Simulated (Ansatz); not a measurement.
# Sr on W(100): change of the work function, part 3 of 5

Wanted: Δφ(θ) for Sr/W(100), starting from the hollow site.

Ansatz 0.2.0; plane-wave DFT, PBE, Ansatz PAW.

So far, work function, upper face (eV): step 2 (the clean slab) 4.14; step 3 (21 atoms, coverage 0.25 ML, cell 2x2) 2.08.

## 4. Adsorbate added, coverage 0.5 ML

System of this step: SrW10 (Sr/W(100)). The cell holds 22 atoms: 20 W and 2 Sr. Its edges and angles: a = 6.320 Å, b = 6.320 Å, c = 27.236 Å, α = 90.0°, β = 90.0°, γ = 90.0°. Vacuum lies along c.

Another coverage, to see how the dipoles act on each other as their distance changes.

Contents of input.yaml:

```yaml
crystal:
  lattice:
    - [6.32, 0.0, 0.0]
    - [0.0, 6.32, 0.0]
    - [0.0, 0.0, 27.2356149597]
  atoms:
    - { symbol: W, position: [0.0, 0.0, 0.3304496709] }
    - { symbol: W, position: [0.25, 0.25, 0.3884619464] }
    - { symbol: W, position: [0.0, 0.0, 0.4463618486] }
    - { symbol: W, position: [0.25, 0.25, 0.506697188] }
    - { symbol: W, position: [0.0, 0.0, 0.5590433228] }
    - { symbol: W, position: [0.0, 0.5, 0.3304496709] }
    - { symbol: W, position: [0.25, 0.75, 0.3884619464] }
    - { symbol: W, position: [0.0, 0.5, 0.4463618486] }
    - { symbol: W, position: [0.25, 0.75, 0.506697188] }
    - { symbol: W, position: [0.0, 0.5, 0.5590433228] }
    - { symbol: W, position: [0.5, 0.0, 0.3304496709] }
    - { symbol: W, position: [0.75, 0.25, 0.3884619464] }
    - { symbol: W, position: [0.5, 0.0, 0.4463618486] }
    - { symbol: W, position: [0.75, 0.25, 0.506697188] }
    - { symbol: W, position: [0.5, 0.0, 0.5590433228] }
    - { symbol: W, position: [0.5, 0.5, 0.3304496709] }
    - { symbol: W, position: [0.75, 0.75, 0.3884619464] }
    - { symbol: W, position: [0.5, 0.5, 0.4463618486] }
    - { symbol: W, position: [0.75, 0.75, 0.506697188] }
    - { symbol: W, position: [0.5, 0.5, 0.5590433228] }
    - { symbol: Sr, position: [0.25, 0.25, 0.6695503291] }
    - { symbol: Sr, position: [0.75, 0.75, 0.6695503291] }
kpoints:
  mp_grid: { grid: [5, 5, 1] }
hamiltonian:
  xc: pbe
scf:
  occupations: { method: fermi_dirac, width: 0.1 }
  convergence: { dr2_threshold: 1.0e-08 }
efield:
  axis: 3
  dipole_correction: true
  ramp_position: 0.97
  ramp_width: 0.06
relax:
  f_tol: 0.02
  max_steps: 60
  constraints: [{ sites: [0, 1, 5, 6, 10, 11, 15, 16] }]
output:
  bader: true
  dos: { projected: true, e_range: [-8, 4] }
  write_potential: true
  write_density: true
  volumetric_format: npy
```

The run is started by

```bash
ansatz run input.yaml --threads 4 --pin off --max-ram 12288MiB --backend cpu --events-out ev --progress --plain --runs-dir out
```

Numbers of over 12 decimals in the logs are rounded to 6 here.

Output:

```text
[...]
Crystal: 22 atoms, lattice volume = 1087.856 Å³
Basis set: ecut = 420 eV, 21295 PW (Γ), exchange–correlation on 90×90×384 points (8 copies of the dense FFT grid, shifted against one another)
Bands: 180, of which v1, the nominal top of the filled ones, is band 150 counted from 1 (149 counted from 0)
Symmetry: 16 space group operations
[...]
k-points: 6 of 25
[...]
SCF iter   1: F=—  HF=-214766.555031 eV  |F-HF|=—  |Δ(HF+E_count)|=         —  Δρ=7.48e-3  dr2=1.68e1  ethr=1.77e-3  p=0.573 e·Å  D=9.53e-2 V/Å  ΔV_dip=-2.59 eV  dr2_dipole=1.40e1  V_vac-E_F(+/−)=1.89/4.49 eV  ⟨swp⟩=15.2  Hψ=6868  notcnv=0
[...]
SCF iter  12: F=-214766.114287 eV  HF=-214766.114287 eV  |F-HF|=2.42e-9  |Δ(HF+E_count)|=   1.98e-9  Δρ=3.10e-7  dr2=3.75e-9  ethr=3.33e-12  p=0.319 e·Å  D=5.31e-2 V/Å  ΔV_dip=-1.45 eV  dr2_dipole=3.86e-10  V_vac-E_F(+/−)=2.81/4.25 eV  ⟨swp⟩=13.2  Hψ=8731  notcnv=0
SCF 1 converged in 12 iterations: F = -214766.114287 eV  dr2 = 3.75e-9
[...]
relax step   1: F+E_penalty+E_count = -214766.11428691 eV  Δ(F+E_penalty+E_count) = +0.000e0 eV  max|allowed force component| = 8.052e-1 eV/Å  Δτ_max = 0.0000 Å  (12 SCF iters, accepted)
[...]
SCF iter  11: F=-214766.406423 eV  HF=-214766.406423 eV  |F-HF|=1.46e-9  |Δ(HF+E_count)|=   5.12e-9  Δρ=3.82e-7  dr2=5.46e-9  ethr=1.00e-12  p=0.361 e·Å  D=6.00e-2 V/Å  ΔV_dip=-1.64 eV  dr2_dipole=9.35e-12  V_vac-E_F(+/−)=2.61/4.24 eV  ⟨swp⟩=12.5  Hψ=7954  notcnv=0
SCF 2 converged in 11 iterations: F = -214766.406423 eV  dr2 = 5.46e-9
[...]
relax step   2: F+E_penalty+E_count = -214766.40642331 eV  Δ(F+E_penalty+E_count) = -2.921e-1 eV  max|allowed force component| = 6.982e-1 eV/Å  Δτ_max = 0.1309 Å  (11 SCF iters, accepted)
[...]
SCF iter  10: F=-214766.663726 eV  HF=-214766.663726 eV  |F-HF|=1.19e-9  |Δ(HF+E_count)|=   1.19e-8  Δρ=4.53e-7  dr2=5.09e-9  ethr=3.33e-12  p=0.404 e·Å  D=6.72e-2 V/Å  ΔV_dip=-1.83 eV  dr2_dipole=3.57e-10  V_vac-E_F(+/−)=2.41/4.24 eV  ⟨swp⟩=12.5  Hψ=8303  notcnv=0
SCF 3 converged in 10 iterations: F = -214766.663726 eV  dr2 = 5.09e-9
relax step   3: F+E_penalty+E_count = -214766.66372630 eV  Δ(F+E_penalty+E_count) = -2.573e-1 eV  max|allowed force component| = 3.883e-1 eV/Å  Δτ_max = 0.1975 Å  (10 SCF iters, accepted)
[...]
relax step   4: F+E_penalty+E_count = -214766.75021075 eV  Δ(F+E_penalty+E_count) = -8.648e-2 eV  max|allowed force component| = 1.253e-1 eV/Å  Δτ_max = 0.1953 Å  (10 SCF iters, accepted)
SCF iter   1: F=—  HF=-214766.753143 eV  |F-HF|=—  |Δ(HF+E_count)|=         —  Δρ=5.03e-4  dr2=1.20e-2  ethr=1.99e-5  p=0.440 e·Å  D=7.32e-2 V/Å  ΔV_dip=-1.99 eV  dr2_dipole=4.92e-4  V_vac-E_F(+/−)=2.25/4.24 eV  ⟨swp⟩=2.0  Hψ=1789  notcnv=0
[...]
SCF iter   9: F=-214766.752583 eV  HF=-214766.752583 eV  |F-HF|=6.69e-10  |Δ(HF+E_count)|=   5.21e-9  Δρ=2.45e-7  dr2=1.70e-9  ethr=3.33e-12  p=0.439 e·Å  D=7.30e-2 V/Å  ΔV_dip=-1.99 eV  dr2_dipole=1.66e-10  V_vac-E_F(+/−)=2.25/4.24 eV  ⟨swp⟩=12.7  Hψ=7956  notcnv=0
SCF 5 converged in 9 iterations: F = -214766.752583 eV  dr2 = 1.70e-9
relax step   5: F+E_penalty+E_count = -214766.75258297 eV  Δ(F+E_penalty+E_count) = -2.372e-3 eV  max|allowed force component| = 1.935e-2 eV/Å  Δτ_max = 0.0069 Å  (9 SCF iters, accepted)
[...]
SCF converged after 9 iterations
Free energy (F): -214766.752583 eV
[...]
Internal energy: -214765.954283 eV  (E = F + TS)
E sigma→0 (E₀):  -214766.353433 eV
Entropy (-TS):   -0.798300 eV (-36.286 meV/atom)
Fermi energy:    5.119351 eV
Dipole field:    D = 0.072994 V/Å  (p = 0.438829 e·Å, saw-weighted, corrected)
Work function:   Φ+ = 2.2549 eV   Φ− = 4.2429 eV
[...]
--- Forces (eV/Å), atoms counted from 1 ---
  atom   1  W      0.00000000     0.00000000     1.24770829
  atom   2  W     -0.00000000     0.00000000    -1.22533886
  atom   3  W      0.00000000    -0.00000000     0.00099338
  atom   4  W     -0.00000000     0.00000000    -0.01935094
  atom   5  W      0.00000000    -0.00000000     0.00463717
  atom   6  W      0.00000000    -0.00000000     1.24770829
  atom   7  W     -0.00000000     0.00000000    -1.26317681
  atom   8  W     -0.00000000     0.00000000     0.00099338
  atom   9  W      0.00000000    -0.00000000    -0.00401351
  atom  10  W      0.00000000     0.00000000     0.00463717
  atom  11  W      0.00000000     0.00000000     1.24770829
  atom  12  W     -0.00000000     0.00000000    -1.26317681
  atom  13  W     -0.00000000     0.00000000     0.00099338
  atom  14  W      0.00000000     0.00000000    -0.00401351
  atom  15  W      0.00000000     0.00000000     0.00463717
  atom  16  W      0.00000000     0.00000000     1.24770829
  atom  17  W     -0.00000000    -0.00000000    -1.22533886
  atom  18  W      0.00000000    -0.00000000     0.00099338
  atom  19  W     -0.00000000     0.00000000    -0.01935094
  atom  20  W      0.00000000    -0.00000000     0.00463717
  atom  21  Sr     0.00000000     0.00000000     0.00517819
  atom  22  Sr     0.00000000     0.00000000     0.00517819
  max |Σ_I F_I| component: 4.85e-5 eV/Å
--- Band table (eV; the first three rows and the last of 6) ---
  k-point 0: bands = [... 146 lower, 5.1749, 5.1749, 5.1755, 5.2484, 5.2484, 5.3330, 5.3510, 5.4844, ... 26 higher]
  k-point 1: bands = [... 146 lower, 5.0835, 5.1136, 5.3142, 5.3325, 5.3735, 5.4437, 5.4643, 5.6751, ... 26 higher]
  k-point 2: bands = [... 146 lower, 4.9066, 4.9814, 5.0098, 5.1537, 5.2019, 5.3233, 5.5504, 5.5672, ... 26 higher]
  k-point 5: bands = [... 146 lower, 4.6916, 4.7693, 4.8684, 4.8764, 4.8884, 4.9194, 4.9696, 5.0618, ... 26 higher]
--- Relaxed structure (5 steps of the walk, 5 accepted, 0 SCFs on fresh bases) ---
  F+E_penalty+E_count = -214766.75258297 eV   max|allowed force component| = 1.935e-2 eV/Å
  atoms:
    - { symbol: W, position: [0.0, 0.0, 0.330450] }
    - { symbol: W, position: [0.250000, 0.250000, 0.388462] }
    - { symbol: W, position: [0, 0, 0.446636] }
    - { symbol: W, position: [0.250000, 0.250000, 0.506778] }
    - { symbol: W, position: [0, 0, 0.560396] }
    - { symbol: W, position: [0.0, 0.500000, 0.330450] }
    - { symbol: W, position: [0.250000, 0.750000, 0.388462] }
    - { symbol: W, position: [0, 0.500000, 0.446636] }
    - { symbol: W, position: [0.250000, 0.750000, 0.506040] }
    - { symbol: W, position: [0, 0.500000, 0.560396] }
    - { symbol: W, position: [0.500000, 0.0, 0.330450] }
    - { symbol: W, position: [0.750000, 0.250000, 0.388462] }
    - { symbol: W, position: [0.500000, 0, 0.446636] }
    - { symbol: W, position: [0.750000, 0.250000, 0.506040] }
    - { symbol: W, position: [0.500000, 0, 0.560396] }
    - { symbol: W, position: [0.500000, 0.500000, 0.330450] }
    - { symbol: W, position: [0.750000, 0.750000, 0.388462] }
    - { symbol: W, position: [0.500000, 0.500000, 0.446636] }
    - { symbol: W, position: [0.750000, 0.750000, 0.506778] }
    - { symbol: W, position: [0.500000, 0.500000, 0.560396] }
    - { symbol: Sr, position: [0.250000, 0.250000, 0.650175] }
    - { symbol: Sr, position: [0.750000, 0.750000, 0.650175] }
--- Bader charges: 22 sites ---
  site symbol  charge [e]  shift [e]
     0      W     -0.0836     0.0000
     1      W      0.0545     0.0000
     2      W      0.0623     0.0000
     3      W      0.0385     0.0000
     4      W     -0.4711     0.0000
     5      W     -0.0836     0.0000
     6      W      0.0577     0.0000
     7      W      0.0623     0.0000
     8      W      0.0198     0.0000
     9      W     -0.4711     0.0000
    10      W     -0.0836     0.0000
    11      W      0.0577     0.0000
    12      W      0.0623     0.0000
    13      W      0.0198     0.0000
    14      W     -0.4711     0.0000
    15      W     -0.0836     0.0000
    16      W      0.0545     0.0000
    17      W      0.0623     0.0000
    18      W      0.0384     0.0000
    19      W     -0.4710     0.0000
    20     Sr      0.8143     0.0000
    21     Sr      0.8143     0.0000
  estimated error of the sums over rays = 6.5e-4 e
```

The job ended after 4.7 min (4 threads of Arm Neoverse V2, shared host; peak memory 4.1 GiB).

The steps of the relaxation:

```csv
step,energy less that of the first step (eV),largest force component (eV/Å)
1,0.0000,0.8052
2,-0.2921,0.6982
3,-0.5494,0.3883
4,-0.6359,0.1253
5,-0.6383,0.0194
```

The run keeps the 16 symmetry operations that it works with, so distortions that break them were not tested.

The atoms that moved most (Å):

```csv
atom,dx,dy,dz,length
Sr21,0.000,0.000,-0.528,0.528
Sr22,0.000,0.000,-0.528,0.528
W5,0.000,0.000,0.037,0.037
W10,0.000,0.000,0.037,0.037
W15,0.000,0.000,0.037,0.037
W20,0.000,0.000,0.037,0.037
W9,0.000,0.000,-0.018,0.018
W14,0.000,0.000,-0.018,0.018
```

This step gave:

* energy at zero smearing: -214766.3534 eV
* work function, upper face: 2.255 eV
* work function, lower face: 4.243 eV
* dipole along the normal: 0.4388 e·Å
* step between the vacuum levels: -1.988 eV

Running mean over 1.58 Å of the planar mean; the ramp of the sawtooth is left out. Table of electron's electrostatic potential energy less the Fermi level by z:

```csv
z (Å),electron's electrostatic potential energy less the Fermi level (eV)
3.5,4.24
4.0,4.24
4.5,4.24
5.0,4.23
5.5,4.21
6.0,4.15
6.5,3.97
7.0,3.41
7.5,1.71
8.0,-2.55
8.5,-7.96
9.0,-11.3
9.5,-12.1
10.0,-12.3
10.5,-12.5
11.0,-12.6
11.5,-12.6
12.0,-12.5
12.5,-12.3
13.0,-12.2
13.5,-12.4
14.0,-13.1
14.5,-13.4
15.0,-12.7
15.5,-10.2
16.0,-5.88
16.5,-2.49
17.0,-3.67
17.5,-6.12
18.0,-6.20
18.5,-3.41
19.0,-0.210
19.5,1.16
20.0,1.73
20.5,2.00
21.0,2.14
21.5,2.20
22.0,2.23
22.5,2.24
23.0,2.25
23.5,2.25
24.0,2.25
```

The density of states has structure finer than the step of the table below, so its rows give means over 0.25 eV, whole bins alone (the curve runs from -8 to 1.98 eV). Peaks (eV: height): -2.980: 47.8, -2.890: 60.5, -2.770: 53.6, -2.200: 53.7, -0.870: 61.6, 1.500: 47.5, 1.920: 83.6.

Table of density of states by energy, zero at the Fermi level; means over each step:

```csv
energy (eV),density of states (states/eV a cell)
-7.75,1.75
-7.50,0.884
-7.25,0.534
-7.00,2.12
-6.75,4.47
-6.50,1.82
-6.25,5.13
-6.00,5.04
-5.75,8.80
-5.50,11.1
-5.25,11.5
-5.00,19.1
-4.75,12.4
-4.50,11.9
-4.25,24.2
-4.00,26.1
-3.75,18.7
-3.50,9.42
-3.25,16.9
-3.00,32.5
-2.75,25.0
-2.50,33.1
-2.25,32.2
-2.00,24.3
-1.75,25.6
-1.50,21.7
-1.25,23.7
-1.00,12.1
-0.75,21.7
-0.50,28.5
-0.25,21.9
0.00,25.2
0.25,22.7
0.50,23.1
0.75,22.2
1.00,25.5
1.25,19.0
1.50,26.4
1.75,24.2
```

Projected DOS per atom over height of the atomic layer and energy from the Fermi level. Layers: W4 W4 W4 W4 W4 Sr2 from below.

Values in states/eV, 22 rows by 6 columns, each cell a mean:
```
1.61 1.25 1.12 1.01 0.61 0.28
1.61 0.89 1.04 0.64 0.50 0.16
1.36 0.59 1.00 0.52 1.26 0.23
1.26 0.44 0.61 0.49 1.61 0.29
2.25 0.36 0.54 0.42 1.73 0.46
1.93 0.71 0.48 0.73 2.00 0.30
0.77 0.49 0.34 0.60 0.96 0.42
1.31 0.98 0.99 0.94 1.09 0.35
1.21 0.95 1.11 0.90 1.39 0.58
1.63 1.34 1.50 1.36 1.76 0.29
1.04 1.53 1.32 1.65 1.07 0.02
0.59 1.10 0.79 1.00 0.69 0.03
0.54 1.03 0.76 0.97 0.58 0.04
1.24 1.37 1.18 1.28 1.17 0.07
0.38 0.61 0.79 0.72 0.54 0.07
0.36 0.90 1.32 0.90 0.40 0.03
0.19 0.55 0.73 0.56 0.22 0.01
0.15 0.37 0.44 0.38 0.17 0.01
0.11 0.21 0.18 0.21 0.12 0.01
0.11 0.22 0.19 0.22 0.13 0.02
0.02 0.05 0.07 0.05 0.02 0.00
0.03 0.11 0.15 0.11 0.04 0.00
```
Columns: height of the atomic layer (Å) from 9 to 17.7 (not evenly spaced); rows upwards: energy from the Fermi level (eV) from -7.96 to 1.95.

The relaxation took 5 steps and lowered the energy by 0.64 eV; the largest force on the free atoms ends at 0.019 eV/Å.

The covered face has 2.25 eV, -1.89 eV against the clean one; the bare back face has moved by -0.01 eV, a measure of how thin the slab is.

## 5. Work function against coverage

This step: plane-wave DFT, PBE, Ansatz PAW; work function against coverage (Ansatz 0.2.0).

The runs are now put side by side.

This step gave:

- work function of the clean face: 4.140 eV
- largest change of the work function: -2.059 eV

The work function of the covered face by coverage:

```csv
coverage (adsorbates/nm²),work function of the covered face (eV)
0.00,4.14
2.50,2.08
5.01,2.25
```

The dipole per adsorbate comes from the change of the cell's dipole. Coverage, by row:

```csv
coverage (1/nm²),coverage (ML),work function (eV),change (eV),"dipole per adsorbate, positive end outwards (debye)",mean height of the added atoms over the highest substrate atom (Å)
2.504,0.25,2.081,-2.059,2.173,2.316
5.007,0.5,2.255,-1.885,0.996,2.445
```

## 6. The slab at 0.25 ML, atoms frozen

This step: plane-wave DFT, PBE, Ansatz PAW (Ansatz 0.2.0).

System of this step: SrW20 (Sr/W(100)). The cell holds 21 atoms: 20 W and 1 Sr. Cell: a = 6.320 Å, b = 6.320 Å, c = 27.236 Å, α = 90.0°, β = 90.0°, γ = 90.0°. Vacuum lies along c.

To see where the charge goes, the covered slab, the bare substrate and the adsorbate layer are each run at the same frozen positions and on the same grid.

Contents of input.yaml:

```yaml
crystal:
  lattice:
    - [6.32, 0.0, 0.0]
    - [0.0, 6.32, 0.0]
    - [0.0, 0.0, 27.2356149597]
  atoms:
    - { symbol: W, position: [0.0, 0.0, 0.3304496709] }
    - { symbol: W, position: [0.25, 0.25, 0.3884619464] }
    - { symbol: W, position: [0.0030857907, 0.0030857907, 0.4468128874] }
    - { symbol: W, position: [0.25, 0.25, 0.5105404574] }
    - { symbol: W, position: [-0.0224491598, -0.0224491598, 0.5608150636] }
    - { symbol: W, position: [0.0, 0.5, 0.3304496709] }
    - { symbol: W, position: [0.25, 0.75, 0.3884619464] }
    - { symbol: W, position: [0.0030857907, 0.4969142093, 0.4468128874] }
    - { symbol: W, position: [0.25, 0.75, 0.5062142372] }
    - { symbol: W, position: [-0.0224491598, 0.5224491598, 0.5608150636] }
    - { symbol: W, position: [0.5, 0.0, 0.3304496709] }
    - { symbol: W, position: [0.75, 0.25, 0.3884619464] }
    - { symbol: W, position: [0.4969142093, 0.0030857907, 0.4468128874] }
    - { symbol: W, position: [0.75, 0.25, 0.5062142372] }
    - { symbol: W, position: [0.5224491598, -0.0224491598, 0.5608150636] }
    - { symbol: W, position: [0.5, 0.5, 0.3304496709] }
    - { symbol: W, position: [0.75, 0.75, 0.3884619464] }
    - { symbol: W, position: [0.4969142093, 0.4969142093, 0.4468128874] }
    - { symbol: W, position: [0.75, 0.75, 0.5023359977] }
    - { symbol: W, position: [0.5224491598, 0.5224491598, 0.5608150636] }
    - { symbol: Sr, position: [0.25, 0.25, 0.6458574645] }
kpoints:
  mp_grid: { grid: [5, 5, 1] }
hamiltonian:
  xc: pbe
scf:
  occupations: { method: fermi_dirac, width: 0.1 }
  convergence: { dr2_threshold: 1.0e-08 }
efield:
  axis: 3
  dipole_correction: true
  ramp_position: 0.97
  ramp_width: 0.06
output:
  write_potential: true
  write_density: true
  volumetric_format: npy
```

Output:

```text
[...]
Crystal: 21 atoms, lattice volume = 1087.856 Å³
Basis set: ecut = 420 eV, 21295 PW (Γ)
Bands: 174, of which v1, the nominal top of the filled ones, is band 145 counted from 1 (144 counted from 0)
Symmetry: 8 space group operations
[...]
k-points: 6 of 25
[...]
SCF iter   1: F=—  HF=-211221.720776 eV  |F-HF|=—  |Δ(HF+E_count)|=         —  Δρ=5.41e-3  dr2=2.33e0  ethr=1.77e-3  p=0.623 e·Å  D=1.04e-1 V/Å  ΔV_dip=-2.82 eV  dr2_dipole=7.68e-1  V_vac-E_F(+/−)=1.61/4.43 eV  ⟨swp⟩=11.2  Hψ=5898  notcnv=0
[...]
SCF iter  10: F=-211221.606022 eV  HF=-211221.606022 eV  |F-HF|=8.73e-10  |Δ(HF+E_count)|=   3.87e-8  Δρ=5.58e-7  dr2=8.09e-9  ethr=3.45e-12  p=0.476 e·Å  D=7.92e-2 V/Å  ΔV_dip=-2.16 eV  dr2_dipole=3.15e-10  V_vac-E_F(+/−)=2.08/4.24 eV  ⟨swp⟩=9.5  Hψ=4239  notcnv=0
SCF 1 converged in 10 iterations: F = -211221.606022 eV  dr2 = 8.09e-9
[...]
SCF converged after 10 iterations
Free energy (F): -211221.606022 eV
[...]
Internal energy: -211220.879253 eV  (E = F + TS)
E sigma→0 (E₀):  -211221.242638 eV
Entropy (-TS):   -0.726769 eV (-34.608 meV/atom)
Fermi energy:    4.753364 eV
Dipole field:    D = 0.079229 V/Å  (p = 0.476312 e·Å, saw-weighted, corrected)
Work function:   Φ+ = 2.0820 eV   Φ− = 4.2398 eV
[...]
--- Band table (eV; the first three rows and the last of 6) ---
  k-point 0: bands = [... 141 lower, 4.6775, 4.7642, 4.7642, 4.8137, 4.9350, 4.9350, 5.0431, 5.6304, ... 25 higher]
  k-point 1: bands = [... 141 lower, 4.5466, 4.7283, 4.7513, 4.8767, 4.9163, 5.0492, 5.3060, 5.4006, ... 25 higher]
  k-point 2: bands = [... 141 lower, 4.4623, 4.5345, 4.7231, 4.8326, 4.8589, 5.1406, 5.2138, 5.2481, ... 25 higher]
  k-point 5: bands = [... 141 lower, 4.4169, 4.4393, 4.4979, 4.5284, 4.5809, 4.6117, 4.7548, 4.7776, ... 25 higher]
```

Elapsed: 58 s, on 4 threads; peak memory 3.8 GiB.

In the SCF lines HF is the Harris–Foulkes energy and dr2 the Hartree energy of the density residual, in eV; the loop may stop once dr2 is under the threshold and the program's other checks hold. Hψ counts applications of the Hamiltonian.

Numbers from this step:

- energy at zero smearing: -211221.2426 eV
- work function, upper face: 2.082 eV
- work function, lower face: 4.240 eV
- dipole along the normal: 0.4763 e·Å
- step between the vacuum levels: -2.158 eV

The work function of the upper face is 2.08 eV.

## 7. The substrate of the 0.25 ML cell alone

System of this step: Sr/W(100), substrate alone, atoms held. The cell holds 20 atoms: 20 W. Its edges and angles: a = 6.320 Å, b = 6.320 Å, c = 27.236 Å, α = 90.0°, β = 90.0°, γ = 90.0°. Vacuum lies along c.

The second part, atoms unmoved.

input.yaml: that of step 6 with these lines changed.

```diff
@@ -26,3 +26,2 @@
     - { symbol: W, position: [0.5224491598, 0.5224491598, 0.5608150636] }
-    - { symbol: Sr, position: [0.25, 0.25, 0.6458574645] }
 kpoints:
```

Output:

```text
[...]
Crystal: 20 atoms, lattice volume = 1087.856 Å³
Basis set: ecut = 420 eV, 21295 PW (Γ)
Bands: 168, of which v1, the nominal top of the filled ones, is band 140 counted from 1 (139 counted from 0)
Symmetry: 8 space group operations
[...]
k-points: 6 of 25
[...]
SCF iter   1: F=—  HF=-207676.210889 eV  |F-HF|=—  |Δ(HF+E_count)|=         —  Δρ=5.59e-3  dr2=1.71e0  ethr=1.77e-3  p=-0.021 e·Å  D=-3.43e-3 V/Å  ΔV_dip=0.09 eV  dr2_dipole=2.04e-1  V_vac-E_F(+/−)=4.44/4.34 eV  ⟨swp⟩=10.7  Hψ=5418  notcnv=0
[...]
SCF iter  10: F=-207676.095909 eV  HF=-207676.095909 eV  |F-HF|=3.78e-10  |Δ(HF+E_count)|=   1.21e-8  Δρ=3.10e-7  dr2=2.79e-9  ethr=3.57e-12  p=-0.001 e·Å  D=-2.50e-4 V/Å  ΔV_dip=0.01 eV  dr2_dipole=2.50e-10  V_vac-E_F(+/−)=4.24/4.23 eV  ⟨swp⟩=7.0  Hψ=2912  notcnv=0
SCF 1 converged in 10 iterations: F = -207676.095909 eV  dr2 = 2.79e-9
[...]
SCF converged after 10 iterations
Free energy (F): -207676.095909 eV
[...]
Internal energy: -207675.389135 eV  (E = F + TS)
E sigma→0 (E₀):  -207675.742522 eV
Entropy (-TS):   -0.706775 eV (-35.339 meV/atom)
Fermi energy:    3.648217 eV
Dipole field:    D = -0.000240 V/Å  (p = -0.001445 e·Å, saw-weighted, corrected)
Work function:   Φ+ = 4.2410 eV   Φ− = 4.2345 eV
[...]
--- Band table (eV; the first three rows and the last of 6) ---
  k-point 0: bands = [... 136 lower, 3.4998, 3.6833, 3.6833, 3.7330, 3.7450, 3.8068, 3.8068, 3.9283, ... 24 higher]
  k-point 1: bands = [... 136 lower, 3.4658, 3.4785, 3.6255, 3.7927, 3.8251, 3.8395, 3.9701, 4.2583, ... 24 higher]
  k-point 2: bands = [... 136 lower, 3.2388, 3.3605, 3.6538, 3.8021, 3.9611, 3.9740, 4.1055, 4.1716, ... 24 higher]
  k-point 5: bands = [... 136 lower, 3.3073, 3.3815, 3.4004, 3.4514, 3.4538, 3.5404, 3.6342, 3.6965, ... 24 higher]
```

Wall time 53 s (4 threads); peak memory 3.6 GiB; 3.5 min of CPU time.

This step gave:

- energy at zero smearing: -207675.7425 eV
- work function, upper face: 4.241 eV
- dipole along the normal: -0.001445 e·Å

The work function of the upper face is 4.24 eV.

[end of part 3 of 5]

[Logs are printed without paths, hosts, clocks, repeated set-up lines and the standing remarks that a program may print on its own settings, such as how far it seeks lower states.]

[Hosts, paths, dates, database ids (printed as entryN), source tags and the programs' standing remarks are cut or masked in the printed files.]

[Maps of the electrostatic potential energy from Ansatz leave out the sawtooth potential of an applied field or a dipole correction, so their vacuum need not be flat; planar profiles and work functions include it.]

[The density of states shown here was stored with 400 of the rows of the run's finer table, so its peaks can read low, often by over a quarter, or be missed, and its means over a window can be off by a tenth or more.]
